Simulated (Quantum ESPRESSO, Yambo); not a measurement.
An input for Quantum ESPRESSO 7.5 (MoS2 (2H monolayer)):

```
&control
  calculation = 'nscf'
  prefix = 'x'
  outdir = 'o'
  pseudo_dir = 'pseudo'
/
&system
  ibrav = 0
  nat = 3
  ntyp = 2
  ecutwfc = 72.0
  nbnd = 29
  force_symmorphic = .true.
/
&electrons
  conv_thr = 1e-9
  electron_maxstep = 80
  diago_full_acc = .true.
  diago_thr_init = 5e-6
/
ATOMIC_SPECIES
  Mo 95.95 Mo.upf
  S 32.06 S.upf
CELL_PARAMETERS angstrom
  3.1851871491 0.0000000002 0.0000000000
  -1.5925935747 2.7584529868 0.0000000000
  0.0000000000 0.0000000000 16.0000000000
ATOMIC_POSITIONS crystal
  Mo 0.3333333333 0.6666666667 0.5000000000
  S 0.6666666667 0.3333333333 0.5976878827
  S 0.6666666667 0.3333333333 0.4023121173
K_POINTS automatic
  27 27 1 0 0 0
```

```sh
OMP_NUM_THREADS=1 mpirun -n 8 pw.x -nk 4 -in pw.in > pw.out
```

Question: How long will it take on 8 MPI ranks of Arm Neoverse V1, shared host, and how much memory?

It took 27 s; on shared hardware allow 13 s to 54 s. Peak host memory was 0.54 GiB.

[Paths, hosts, dates, memory and timing lines, banners, echoed tables and standing remarks are left out of the program output.]

[Logs are printed without paths, hosts, clocks, repeated set-up lines and the standing remarks that a program may print on its own settings, such as how far it seeks lower states.]

[Runs of the session that timed out or met a known fault of the program may be left out.]

[Hosts, paths, dates, database ids (printed as entryN), source tags and the programs' standing remarks are cut or masked in the printed files.]
